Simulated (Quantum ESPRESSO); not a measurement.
**MnS (Browneite): one coupling from two orders, and a test**

Aim: get Heisenberg couplings of MnS (Browneite) from the energies of collinear orders, with pencil and paper, and test them on an order left out of the fit.

Method: LDA with U = 4 eV on Mn d (ortho-atomic projectors); plane waves with GBRV 1.5 LDA potentials, no spin-orbit coupling, in Quantum ESPRESSO 7.5.

### 1. Starting point

Symmetry: F-43m, No. 216, cubic system. Conventional cell: a = 5.600 Å, b = 5.600 Å, c = 5.600 Å, α = 90.00°, β = 90.00°, γ = 90.00°. Mn has 4 S at 2.42 Å nearest. Nearest to S lie 4 Mn at 2.42 Å. Farther neighbours and most contacts between anions are not listed.

The cell comes from the Crystallography Open Database.

### 2. The parallel order

All energies count from this run.

Contents of pw.in:

```
&CONTROL
  calculation = 'scf'
  prefix = 'pwscf'
  outdir = './tmp'
  pseudo_dir = './pseudo'
  disk_io = 'nowf'
/
&SYSTEM
  ibrav = 0
  celldm(1) = 8
  nat = 2
  ntyp = 2
  ecutwfc = 40
  ecutrho = 280
  nbnd = 19
  occupations = 'smearing'
  smearing = 'fd'
  degauss = 0.00367493
  nspin = 2
  starting_magnetization(1) = 0.3
  starting_magnetization(2) = 0
/
&ELECTRONS
  conv_thr = 4d-09
  electron_maxstep = 150
  mixing_beta = 0.3
/
ATOMIC_SPECIES
Mn     54.9380 mn_lda_v1.5.uspp.F.UPF
S      32.0600 s_lda_v1.4.uspp.F.UPF
CELL_PARAMETERS alat
   0.0000000000000    0.6614041436190    0.6614041436190
   0.6614041436190    0.0000000000000    0.6614041436190
   0.6614041436190    0.6614041436190    0.0000000000000
ATOMIC_POSITIONS crystal
Mn      0.0000000000    0.0000000000    0.0000000000
S       0.2500000000    0.2500000000    0.2500000000
K_POINTS automatic
6 6 6 0 0 0
HUBBARD {ortho-atomic}
U Mn-3d 4.0000
```

Run with:

```
OMP_NUM_THREADS=1 mpirun -n 4 pw.x -nk 4 -in pw.in > pw.out
```

The program printed:

```text
Program PWSCF v.7.5 starts
     [... lines left out ...]
     number of atoms/cell      =            2
     [... lines left out ...]
     number of electrons       =        21.00
     number of Kohn-Sham states=           19
     kinetic-energy cutoff     =      40.0000  Ry
     charge density cutoff     =     280.0000  Ry
     scf convergence threshold =      4.0E-09
     [... lines left out ...]
     24 Sym. Ops. (no inversion) found
     [... lines left out ...]
     number of k points=    16  Fermi-Dirac smearing, width (Ry)=  0.0037
     [... lines left out ...]
     iteration # 10     ecut=    40.00 Ry     beta= 0.30
     [... lines left out ...]
     Magnetic moment per site  (integrated on atomic sphere of radius R)
     atom   1 (R=0.236)  charge= 12.9167  magn=  4.3324
     atom   2 (R=0.236)  charge=  4.2231  magn=  0.0719
     [... lines left out ...]
     Tr[ns(  1)] (up, down, total) =   4.95479  0.28015  5.23494
     [... lines left out ...]
     the Fermi energy is     7.3645 ev
!    total energy              =    -235.24094600 Ry
     estimated scf accuracy    <          2.9E-09 Ry
     smearing contrib. (-TS)   =      -0.00000011 Ry
     [... lines left out ...]
     total magnetization       =     5.00 Bohr mag/cell
     absolute magnetization    =     5.00 Bohr mag/cell
     convergence has been achieved in  10 iterations
   JOB DONE.
```

The job ended after 4.7 s (4 MPI ranks of Arm Neoverse V1, shared host; peak memory 0.32 GiB; 18 s of CPU time).

Spin moment in the atom's sphere by atom:

```
atom  spin moment in the atom's sphere (μB)
 Mn1                                   4.33
  S2                                   0.07
```

Numbers from this step:

```
smearing term TS       : 1.47e-6 eV
magnetization          : 5 μB
absolute magnetization : 5 μB
final state            : ferromagnetic
```

### 3. The orders used for the fit

The other orders were run with the same settings, on meshes that hold the same points. Free energies are divided by the number of Mn atoms; q is in fractions of the reciprocal vectors of the first run's cell.

```
              order  atoms   mesh  free energy (eV)   eV per Mn  largest moment (μB)
                F +      2  6×6×6        -3200.6161  -3200.6161                 4.33
AF q=(0,1/2,1/2) +-      4  6×3×6        -6401.4590  -3200.7295                 4.25
```

### 4. Counting neighbours

With E = −Σ J e_i·e_j over ordered pairs of unit vectors, turning a neighbour from parallel to opposed costs 2J a Mn atom. So an order lies 2 Σ n J over the parallel one, n being the opposed neighbours in each shell.

```
shell  distance (Å)  neighbours  opposed in AF q=(0,1/2,1/2) +-  opposed in AF q=(0,0,1/2) +-
   J1          3.96          12                               8                             6
   J2          5.60           6                               0                             6
```

Only J1 is kept, as an effective coupling that takes up all reversed shells.

### 5. Solving

```
2 × 8 × J1 = -113.4 meV    (AF q=(0,1/2,1/2) +-)
J1 = -7.09 meV
```

### 6. The test

The couplings now give the orders that were left out:

```
2 × 6 × (-7.09) = -85.1 meV    (AF q=(0,0,1/2) +-)
```

The runs themselves:

```
            order  atoms   mesh  free energy (eV)   eV per Mn  largest moment (μB)  over the parallel order (meV)  foretold (meV)
AF q=(0,0,1/2) +-      4  6×6×3        -6401.4065  -3200.7032                 4.27                          -87.1           -85.1
```

### 7. Outcome

```yaml
effective_j1_mn_mn_at_3p96_a: -7.09 meV
largest_miss_on_the_orders_left_out: 2.0 meV
```

What this shows: The model misses the order left out by 2.0 meV, 1.8 % of the largest energy difference, so it holds on this test. The largest moment changes by 1.9 % between the orders. Shells that were dropped are folded into the couplings or show in the miss.

[Logs and program files are shortened in this print: banners, set-up blocks, solver, clock and traceback lines can be left out without a mark of their own.]

[Logs are printed without paths, hosts, clocks, repeated set-up lines and the standing remarks that a program may print on its own settings, such as how far it seeks lower states.]

[Hosts, paths, dates, database ids (printed as entryN), source tags and the programs' standing remarks are cut or masked in the printed files.]

[Where a cell is said to come from a database of computed structures, the database is the Materials Project.]
